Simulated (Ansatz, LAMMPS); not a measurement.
**A faulty run on Li+ BF4- in ethylene carbonate and dimethyl sulfoxide and propylene carbonate at 440 K (188 atoms)**

Program: Ansatz 0.2.0. The cell: 44 C, 34 O, 76 H, 4 S, 5 B, 20 F and 5 Li.

Input file input.yaml:

```yaml
crystal:
  lattice:
    - [13.52072, 0.0, 0.0]
    - [0.0, 13.52072, 0.0]
    - [0.0, 0.0, 13.52072]
  atoms:
    - { symbol: Cx, position: [0.63375, 0.85386, 0.3589] }
    - { symbol: C, position: [0.60481, 0.77275, 0.27982] }
    - { symbol: C, position: [0.4962, 0.74866, 0.28064] }
    - { symbol: O, position: [0.45045, 0.82332, 0.2241] }
    - { symbol: C, position: [0.5228, 0.84066, 0.1528] }
    - { symbol: O, position: [0.51265, 0.88887, 0.07922] }
    - { symbol: O, position: [0.61627, 0.80489, 0.18512] }
    - { symbol: H, position: [0.60749, 0.83624, 0.43005] }
    - { symbol: H, position: [0.60439, 0.92508, 0.34016] }
    - { symbol: H, position: [0.714, 0.86254, 0.35861] }
    - { symbol: H, position: [0.65159, 0.70848, 0.29494] }
    - { symbol: H, position: [0.47324, 0.67812, 0.2389] }
    - { symbol: H, position: [0.4707, 0.73922, 0.36] }
    - { symbol: C, position: [0.85925, 0.17641, 0.49157] }
    - { symbol: C, position: [0.89672, 0.12025, 0.58076] }
    - { symbol: C, position: [0.81858, 0.12117, 0.66708] }
    - { symbol: O, position: [0.75596, 0.04329, 0.63332] }
    - { symbol: C, position: [0.82057, 0.98131, 0.59542] }
    [... 164 atom lines left out ...]
    - { symbol: F, position: [0.00768, 0.19644, 0.87395] }
    - { symbol: Li, position: [0.30237, 0.83099, 0.23127] }
    - { symbol: Li, position: [0.87926, 0.17297, 0.96501] }
    - { symbol: Li, position: [0.74308, 0.76583, 0.62207] }
    - { symbol: Li, position: [0.3842, 0.42348, 0.36465] }
    - { symbol: Li, position: [0.13834, 0.48379, 0.08496] }
kpoints:
  mp_grid: { grid: [1, 1, 1] }
hamiltonian:
  xc: pbe
  dispersion: d4
scf:
  occupations: { method: fixed }
  max_iter: 80
output:
  forces: true
```

Run with:

```console
ansatz run input.yaml --threads 4 --pin off --max-ram 8192MiB --backend cpu --events-out ev --progress --plain --runs-dir out
```

What it wrote:

```text
Error: YAML parse error: error: line 7 column 17: `Cx` is not an element symbol (H … Og, case-exact)
 --> <input>:7:17
  |
5 |     - [0.0, 0.0, 13.52072]
6 |   atoms:
7 |     - { symbol: Cx, position: [0.63375, 0.85386, 0.3589] }
  |                 ^ `Cx` is not an element symbol (H … Og, case-exact)
8 |     - { symbol: C, position: [0.60481, 0.77275, 0.27982] }
9 |     - { symbol: C, position: [0.4962, 0.74866, 0.28064] }
  |
```

Run time: 0.02 s. Hardware: 4 threads of Arm Neoverse V2, shared host; peak memory 0.02 GiB.

Q: Name the fault and the fix.

An unknown element: crystal.atoms[0].symbol = "Cx".

The fix is to type the element's symbol rightly.

The program refused it before any cycle.

[Logs are printed without paths, hosts, clocks, repeated set-up lines and the standing remarks that a program may print on its own settings, such as how far it seeks lower states.]

[Hosts, paths, dates, database ids (printed as entryN), source tags and the programs' standing remarks are cut or masked in the printed files.]
